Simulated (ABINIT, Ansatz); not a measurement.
**Na2LiScF6 (Fm-3m): one start, several treatments of the self-energy**

How much does the gap of Na2LiScF6 (Fm-3m) depend on the approximation to the self-energy?

Calculated with ABINIT 10.8.3; PBEsol and many-body steps on it, plane waves.

## Step 1: Set-up

The structure is cubic, space group Fm-3m (No. 225). The conventional cell has a = 8.035 Å, b = 8.035 Å, c = 8.035 Å, α = 90.00°, β = 90.00°, γ = 90.00°. Nearest to Na lie 12 F at 2.84 Å. Nearest to Li lie 6 F at 2.01 Å. Nearest to Sc lie 6 F at 2.01 Å. Nearest to F lie 1 Li at 2.01 Å and 1 Sc at 2.01 Å and 4 Na at 2.84 Å. Farther neighbours and most contacts between anions are not listed.

The cell and positions are those that the Materials Project relaxed with its own functionals (PBE, PBE+U or r2SCAN), kept fixed.

## Step 2: Empty states on the mesh, 2×2×2 mesh, 271 bands

This step: ABINIT 10.8.3; DFT, PBEsol, plane waves, norm-conserving pseudopotentials.

The sums over transitions need many empty states on a uniform mesh; this step solves for them.

run.abi reads:

```
acell 3*1.0 Angstrom
rprim 
  0.000000000000 4.017450000000 4.017450000000
  4.017450000000 0.000000000000 4.017450000000
  4.017450000000 4.017450000000 -0.000000000000
ntypat 4
znucl 11 3 21 9
natom 10
typat 1 1 2 3 4 4 4 4 4 4
xred 
  0.250000000000 0.250000000000 0.250000000000
  0.750000000000 0.750000000000 0.750000000000
  0.500000000000 0.500000000000 0.500000000000
  0.000000000000 -0.000000000000 0.000000000000
  0.250423000000 0.250423000000 0.749577000000
  0.250423000000 0.749577000000 0.749577000000
  0.749577000000 0.749577000000 0.250423000000
  0.250423000000 0.749577000000 0.250423000000
  0.749577000000 0.250423000000 0.749577000000
  0.749577000000 0.250423000000 0.250423000000
pp_dirpath "pseudos"
pseudos "Na.upf, Li.upf, Sc.upf, F.upf"
ecut 38
ngkpt 2 2 2
nshiftk 1
shiftk 0 0 0
kptopt 1
chksymbreak 0
iscf -2
irdden 1
istwfk *1
nband 271
nbdbuf 24
tolwfr 1e-09
nstep 60
prtvol 0
indata_prefix "in"
outdata_prefix "out"
tmpdata_prefix "tmp"
```

On the command line:

```console
$ OMP_NUM_THREADS=1 mpirun -n 4 abinit run.abi > log
```

Numbers of over 12 decimals in the logs are rounded to 6 here.

Output:

```text
.Version 10.8.3 of ABINIT. v10.8.2 released Aug 2026.

 Symmetries : space group Fm -3 m (#225); Bravais cF (face-center cubic)
[... echo of the input left out ...]
== DATASET  1 ==================================================================
-   mpi_nproc: 4, omp_nthreads: 1 (-1 if OMP is not activated)
-    --> not optimal distribution: autoparal keyword recommended in input file <--

--- !DatasetInfo
iteration_state: {dtset: 1, }
dimensions: {natom: 10, nkpt: 3, mband: 271, nsppol: 1, nspinor: 1, nspden: 1, mpw: 9841, }
cutoff_energies: {ecut:  38.0, pawecutdg:  -1.0, }
[...]
2.86661    2.86661    2.86661    2.88313    2.88313    2.88313    2.91173    2.91174
   2.92733    2.92733    2.92736    2.93400    2.93401    2.93427    2.93704    2.93704
   2.93741    2.94812    2.94812    2.94978    2.95240    2.96000    2.96266
 prteigrs : prtvol=0 or 1, do not print more k-points.

== END DATASET(S) ==============================================================
================================================================================

 -outvars: echo values of variables after computation  --------
            nband         271
             nkpt           3
          spgroup         225
 [... the other variables as echoed above ...]

 Calculation completed.
```

Wall time 2.3 min (4 MPI ranks of Arm Neoverse V2, shared host); peak memory 0.5 GiB.

This step gave:

```yaml
gap: 6.027 eV
k_of_the_valence_top: 0, 0, 0
k_of_the_conduction_bottom: 0, 0, 0
least_direct_gap: 6.027 eV
k_points_computed: 3
lowest_point_of_the_top_converged_band_above_the_valence_top: 77.3617 eV
```

On this mesh the gap is 6.027 eV.

The density comes from a self-consistent run that is not shown.

## Step 3: Screening, 2×2×2 mesh, 122 bands, screening to 114.3 eV

The RPA dielectric matrix is built and inverted for each q.

This step: RPA screening on PBEsol, plane waves, norm-conserving pseudopotentials.

run.abi, as its differences from that of step 2:

```diff
@@ -28,10 +28,11 @@
 chksymbreak 0
-iscf -2
-irdden 1
 istwfk *1
-nband 271
-nbdbuf 24
-tolwfr 1e-09
-nstep 60
-prtvol 0
+occopt 1
+irdwfk 1
+optdriver 3
+nband 122
+ecuteps 4.2
+inclvkb 2
+awtr 1
+symchi 1
 indata_prefix "in"
```

Output:

```text
.Version 10.8.3 of ABINIT. v10.8.2 released Aug 2026.

 Symmetries : space group Fm -3 m (#225); Bravais cF (face-center cubic)
[... echo of the input left out ...]
== DATASET  1 ==================================================================
-   mpi_nproc: 4, omp_nthreads: 1 (-1 if OMP is not activated)

--- !DatasetInfo
iteration_state: {dtset: 1, }
dimensions: {natom: 10, nkpt: 3, mband: 122, nsppol: 1, nspinor: 1, nspden: 1, mpw: 9841, }
cutoff_energies: {ecut:  38.0, pawecutdg:  -1.0, }
electrons: {nelect:   7.40000000E+01, charge:   0.00000000E+00, occopt:   1.00000000E+00, tsmear:   1.00000000E-02, }

 SCREENING: Calculation of the susceptibility and dielectric matrices

 Based on a program developped by R.W. Godby, V. Olevano, G. Onida, and L. Reining.
 Incorporated in ABINIT by V. Olevano, G.-M. Rignanese, and M. Torrent.
.Using double precision arithmetic ; gwpc =  8

[... cell and pseudopotentials left out ...]
--------------------------------------------------------------------------------

 ==== K-mesh for the wavefunctions ====
 Number of points in the irreducible wedge :     3
[... list of points left out ...]
 Together with 48 symmetry operations and time-reversal symmetry
 yields     8 points in the full Brillouin Zone.

 ==== Q-mesh for the screening function ====
 Number of points in the irreducible wedge :     3
[... list of points left out ...]
 Together with 48 symmetry operations and time-reversal symmetry
 yields     8 points in the full Brillouin Zone.

 setmesh: FFT mesh size selected  =    40x   40x   40
          total number of points  =        64000

 vcoul_init : cutoff-mode = AUXILIARY_FUNCTION
 q-points for optical limit:   1
     1)      0.000010    0.000020    0.000030

- screening: taking advantage of time-reversal symmetry
- Maximum band index for partially occupied states nbvw = 37
- Remaining bands to be divided among processors   nbcw = 85
- Number of bands treated by each node ~21

 Number of electrons calculated from density =   74.0000; Expected =   74.0000
 average of density, n =  0.084558
 r_s =    1.4134
 omega_plasma =   28.0500 [eV]

 calculating chi0 at frequencies [eV] :
  1    0.000000E+00    0.000000E+00
  2    0.000000E+00    2.804997E+01

--------------------------------------------------------------------------------
  q-point number  1        q = ( 0.000000, 0.000000, 0.000000) [r.l.u.]
--------------------------------------------------------------------------------
[... chi0 elements left out ...]
 For q-point:  0.000010 0.000020 0.000030
  dielectric constant =   2.0240
  dielectric constant without local fields =   2.1933

  Average fulfillment of the sum rule on Im[epsilon] for q-point    1 :     33.43  [%]
[... wings left out ...]
  q-point number  2        q = ( 0.500000, 0.000000, 0.000000) [r.l.u.]
--------------------------------------------------------------------------------
[... chi0 elements left out ...]
  Average fulfillment of the sum rule on Im[epsilon] for q-point    2 :     38.52  [%]

 [... 1 further q-points ...]
```

Wall time 33 s (4 MPI ranks); peak memory 1.6 GiB.

This step gave:

```yaml
eps_infinity_with_local_fields_on_this_mesh_along_the_program_s_q_direction: 2.024
the_same_without_local_fields: 2.193
plasma_frequency: 28.05 eV
plane_waves_in_the_screening_matrix: 339
```

Local fields lower ε∞ by 8 %. On a Γ-centred mesh this coarse the value itself is usually too large, while a short band sum pulls it down.

## Step 4: G0W0, Godby-Needs plasmon pole

The self-energy is evaluated for the states that the input lists, and the levels follow from it, in one-shot runs by the linearised quasiparticle equation.

This step: G0W0 on PBEsol, plane waves, norm-conserving pseudopotentials.

run.abi, as its differences from that of step 3:

```diff
@@ -31,8 +31,15 @@
 irdwfk 1
-optdriver 3
+optdriver 4
 nband 122
+gwcalctyp 0
+ecutsigx 38
+symsigma 1
+nkptgw 1
+kptgw 
+  0.0000000000 0.0000000000 0.0000000000
+bdgw 
+  35 41
 ecuteps 4.2
-inclvkb 2
-awtr 1
-symchi 1
+irdscr 1
+ppmodel 1
 indata_prefix "in"
```

Output:

```text
.Version 10.8.3 of ABINIT. v10.8.2 released Aug 2026.

 Symmetries : space group Fm -3 m (#225); Bravais cF (face-center cubic)
[... echo of the input left out ...]
== DATASET  1 ==================================================================
-   mpi_nproc: 4, omp_nthreads: 1 (-1 if OMP is not activated)

--- !DatasetInfo
iteration_state: {dtset: 1, }
dimensions: {natom: 10, nkpt: 3, mband: 122, nsppol: 1, nspinor: 1, nspden: 1, mpw: 9841, }
cutoff_energies: {ecut:  38.0, pawecutdg:  -1.0, }
electrons: {nelect:   7.40000000E+01, charge:   0.00000000E+00, occopt:   1.00000000E+00, tsmear:   1.00000000E-02, }

 SIGMA: Calculation of the GW corrections

 Based on a program developped by R.W. Godby, V. Olevano, G. Onida, and L. Reining.
 Incorporated in ABINIT by V. Olevano, G.-M. Rignanese, and M. Torrent.
.Using double precision arithmetic ; gwpc =  8

[... cell and pseudopotentials left out ...]
--------------------------------------------------------------------------------

 ==== K-mesh for the wavefunctions ====
 Number of points in the irreducible wedge :     3
[... list of points left out ...]
 Together with 48 symmetry operations and time-reversal symmetry
 yields     8 points in the full Brillouin Zone.

 ==== Q-mesh for screening function ====
 Number of points in the irreducible wedge :     3
[... list of points left out ...]
 Together with 48 symmetry operations and time-reversal symmetry
 yields     8 points in the full Brillouin Zone.

 vcoul_init : cutoff-mode = AUXILIARY_FUNCTION
 q-points for optical limit:   1
     1)      0.000010    0.000020    0.000030
 setmesh: FFT mesh size selected  =    60x   60x   60
          total number of points  =       216000

 Number of electrons calculated from density =   74.0000; Expected =   74.0000
 average of density, n =  0.084558
 r_s =    1.4134
 omega_plasma =   28.0500 [eV]

 === KS Band Gaps ===
  >>>> For spin  1
   Minimum direct gap =   6.0274 [eV], located at k-point      :   0.0000  0.0000  0.0000
   Fundamental gap    =   6.0274 [eV], Top of valence bands at :   0.0000  0.0000  0.0000
                                       Bottom of conduction at :   0.0000  0.0000  0.0000
 SIGMA fundamental parameters:
 PLASMON POLE MODEL  1
 number of plane-waves for SigmaX                 9841
 number of plane-waves for SigmaC and W            339
 number of plane-waves for wavefunctions          9841
 number of bands                                   122
 number of independent spin polarizations            1
 number of spinorial components                      1
 number of k-points in IBZ                           3
 number of q-points in IBZ                           3
 number of symmetry operations                      48
 number of k-points in BZ                            8
 number of q-points in BZ                            8
 number of frequencies for dSigma/dE                 9
 frequency step for dSigma/dE [eV]                0.25
 number of omega for Sigma on real axis              0
 max omega for Sigma on real axis  [eV]           0.00
 zcut for avoiding poles [eV]                     0.10

 EPSILON^-1 parameters (SCR file):
 dimension of the eps^-1 matrix on file            339
 dimension of the eps^-1 matrix used               339
 number of plane-waves for wavefunctions          9841
 number of bands                                   122
 number of q-points in IBZ                           3
 number of frequencies                               2
 number of real frequencies                          1
 number of imag frequencies                          1

 matrix elements of self-energy operator (all in [eV])

 Perturbative Calculation

--- !SelfEnergy_ee
iteration_state: {dtset: 1, }
kpoint     : [   0.000,    0.000,    0.000, ]
spin       : 1
KS_gap     :    6.027
QP_gap     :    9.444
Delta_QP_KS:    3.417
data: !SigmaeeData |
     Band     E0 <VxcDFT>   SigX SigC(E0)      Z dSigC/dE  Sig(E)    E-E0       E
       35  -1.040 -22.672 -29.900   5.115   0.814  -0.228 -24.392  -1.720  -2.759
       36  -1.040 -22.672 -29.900   5.115   0.814  -0.228 -24.392  -1.720  -2.759
       37  -1.040 -22.672 -29.900   5.115   0.814  -0.228 -24.392  -1.720  -2.759
       38   4.988  -8.734  -4.465  -2.386   0.901  -0.110  -7.037   1.697   6.685
       39   5.956 -18.615 -10.389  -3.589   0.832  -0.202 -14.757   3.858   9.815
       40   5.956 -18.615 -10.389  -3.589   0.832  -0.202 -14.757   3.858   9.815
       41   5.956 -18.615 -10.389  -3.589   0.832  -0.202 -14.757   3.858   9.815

== END DATASET(S) ==============================================================
================================================================================

 -outvars: echo values of variables after computation  --------
           etotal      0.0000000000E+00
            nband         122
             nkpt           3
          spgroup         225
 [... the other variables as echoed above ...]

 Calculation completed.
```

Wall time 7.2 s (4 MPI ranks); peak memory 1.1 GiB.

This step gave:

```
G0W0 gap on the points computed              : 9.444 eV
starting gap on the mesh                     : 6.027 eV
k of the valence top                         : 0, 0, 0
k of the conduction bottom                   : 0, 0, 0
Z at the valence top                         : 0.814
Z at the conduction bottom                   : 0.901
least direct G0W0 gap on the computed points : 9.444 eV
```

The gap on the mesh goes from 6.03 eV to 9.44 eV, a correction of +3.42 eV.

## Step 5: G0W0, Hybertsen-Louie plasmon pole

run.abi, as its differences from that of step 4:

```diff
@@ -43,3 +43,3 @@
 irdscr 1
-ppmodel 1
+ppmodel 2
 indata_prefix "in"
```

Output:

```text
.Version 10.8.3 of ABINIT. v10.8.2 released Aug 2026.

 Symmetries : space group Fm -3 m (#225); Bravais cF (face-center cubic)
[... echo of the input left out ...]
== DATASET  1 ==================================================================
-   mpi_nproc: 4, omp_nthreads: 1 (-1 if OMP is not activated)

--- !DatasetInfo
iteration_state: {dtset: 1, }
dimensions: {natom: 10, nkpt: 3, mband: 122, nsppol: 1, nspinor: 1, nspden: 1, mpw: 9841, }
cutoff_energies: {ecut:  38.0, pawecutdg:  -1.0, }
electrons: {nelect:   7.40000000E+01, charge:   0.00000000E+00, occopt:   1.00000000E+00, tsmear:   1.00000000E-02, }

 SIGMA: Calculation of the GW corrections

 Based on a program developped by R.W. Godby, V. Olevano, G. Onida, and L. Reining.
 Incorporated in ABINIT by V. Olevano, G.-M. Rignanese, and M. Torrent.
.Using double precision arithmetic ; gwpc =  8

[... cell and pseudopotentials left out ...]
--------------------------------------------------------------------------------

 ==== K-mesh for the wavefunctions ====
 Number of points in the irreducible wedge :     3
[... list of points left out ...]
 Together with 48 symmetry operations and time-reversal symmetry
 yields     8 points in the full Brillouin Zone.

 ==== Q-mesh for screening function ====
 Number of points in the irreducible wedge :     3
[... list of points left out ...]
 Together with 48 symmetry operations and time-reversal symmetry
 yields     8 points in the full Brillouin Zone.

 vcoul_init : cutoff-mode = AUXILIARY_FUNCTION
 q-points for optical limit:   1
     1)      0.000010    0.000020    0.000030
 setmesh: FFT mesh size selected  =    60x   60x   60
          total number of points  =       216000

 Number of electrons calculated from density =   74.0000; Expected =   74.0000
[...]
number of q-points in BZ                            8
 number of frequencies for dSigma/dE                 9
 frequency step for dSigma/dE [eV]                0.25
 number of omega for Sigma on real axis              0
 max omega for Sigma on real axis  [eV]           0.00
 zcut for avoiding poles [eV]                     0.10

 EPSILON^-1 parameters (SCR file):
 dimension of the eps^-1 matrix on file            339
 dimension of the eps^-1 matrix used               339
 number of plane-waves for wavefunctions          9841
 number of bands                                   122
 number of q-points in IBZ                           3
 number of frequencies                               2
 number of real frequencies                          1
 number of imag frequencies                          1

 matrix elements of self-energy operator (all in [eV])

 Perturbative Calculation

--- !SelfEnergy_ee
iteration_state: {dtset: 1, }
kpoint     : [   0.000,    0.000,    0.000, ]
spin       : 1
KS_gap     :    6.027
QP_gap     :   10.069
Delta_QP_KS:    4.042
data: !SigmaeeData |
     Band     E0 <VxcDFT>   SigX SigC(E0)      Z dSigC/dE  Sig(E)    E-E0       E
       35  -1.040 -22.672 -29.900   4.439   0.895  -0.117 -25.169  -2.497  -3.536
       36  -1.040 -22.672 -29.900   4.439   0.895  -0.117 -25.169  -2.497  -3.536
       37  -1.040 -22.672 -29.900   4.439   0.895  -0.117 -25.169  -2.497  -3.536
       38   4.988  -8.734  -4.465  -2.622   0.938  -0.066  -7.189   1.545   6.533
       39   5.956 -18.615 -10.389  -3.496   0.897  -0.114 -14.371   4.244  10.201
       40   5.956 -18.615 -10.389  -3.496   0.897  -0.114 -14.371   4.244  10.201
       41   5.956 -18.615 -10.389  -3.496   0.897  -0.114 -14.371   4.244  10.201

== END DATASET(S) ==============================================================
================================================================================

 -outvars: echo values of variables after computation  --------
           etotal      0.0000000000E+00
            nband         122
             nkpt           3
          spgroup         225
 [... the other variables as echoed above ...]

 Calculation completed.
```

It took 7.2 s on 4 MPI ranks; peak memory 1.1 GiB.

This step gave:

| Item | Value |
| --- | --- |
| G0W0 gap on the points computed | 10.07 eV |
| starting gap on the mesh | 6.027 eV |
| k of the valence top | 0, 0, 0 |
| k of the conduction bottom | 0, 0, 0 |
| Z at the valence top | 0.895 |
| Z at the conduction bottom | 0.938 |
| least direct G0W0 gap on the computed points | 10.07 eV |

Against G0W0 in ABINIT (2×2×2 mesh, 122 bands, screening to 114.3 eV, Godby-Needs plasmon pole), the gap moves by +0.625 eV.

## Step 6: G0W0, von der Linden-Horsch plasmon pole

run.abi, as its differences from that of step 5:

```diff
@@ -43,3 +43,3 @@
 irdscr 1
-ppmodel 2
+ppmodel 3
 indata_prefix "in"
```

Output:

```text
.Version 10.8.3 of ABINIT. v10.8.2 released Aug 2026.

 Symmetries : space group Fm -3 m (#225); Bravais cF (face-center cubic)
[... echo of the input left out ...]
== DATASET  1 ==================================================================
-   mpi_nproc: 4, omp_nthreads: 1 (-1 if OMP is not activated)

--- !DatasetInfo
iteration_state: {dtset: 1, }
dimensions: {natom: 10, nkpt: 3, mband: 122, nsppol: 1, nspinor: 1, nspden: 1, mpw: 9841, }
cutoff_energies: {ecut:  38.0, pawecutdg:  -1.0, }
[...]
39   5.956 -18.615 -10.389  -3.551   0.914  -0.094 -14.342   4.274  10.230
       40   5.956 -18.615 -10.389  -3.551   0.914  -0.094 -14.342   4.274  10.230
       41   5.956 -18.615 -10.389  -3.551   0.914  -0.094 -14.342   4.274  10.230

== END DATASET(S) ==============================================================
================================================================================

 -outvars: echo values of variables after computation  --------
           etotal      0.0000000000E+00
            nband         122
             nkpt           3
          spgroup         225
 [... the other variables as echoed above ...]

 Calculation completed.
```

Elapsed: 5.7 s, on 4 MPI ranks; peak memory 0.89 GiB; 22 s of CPU time.

This step gave:

| Property | Result |
| --- | --- |
| G0W0 gap on the points computed | 9.559 eV |
| starting gap on the mesh | 6.027 eV |
| k of the valence top | 0, 0, 0 |
| k of the conduction bottom | 0, 0, 0 |
| least direct G0W0 gap on the computed points | 9.559 eV |

Against G0W0 in ABINIT (2×2×2 mesh, 122 bands, screening to 114.3 eV, Godby-Needs plasmon pole), the gap moves by +0.115 eV.

(Part 1 of 2 ends here.)

[Paths, hosts, dates, memory and timing lines, banners, echoed tables and standing remarks are left out of the program output.]

[Logs are printed without paths, hosts, clocks, repeated set-up lines and the standing remarks that a program may print on its own settings, such as how far it seeks lower states.]

[Runs of the session that timed out or met a known fault of the program may be left out.]

[Hosts, paths, dates, database ids (printed as entryN), source tags and the programs' standing remarks are cut or masked in the printed files.]

[G0W0 gaps are taken among the corrected bands and points alone; a level outside them can change the order at an edge.]

[Where Ansatz stands beside ABINIT at settings called matched, ABINIT's density can come from a denser mesh and the files from another edition; pairs whose starting gaps differed by over 0.03 eV were left out, so agreement reads better than it is.]
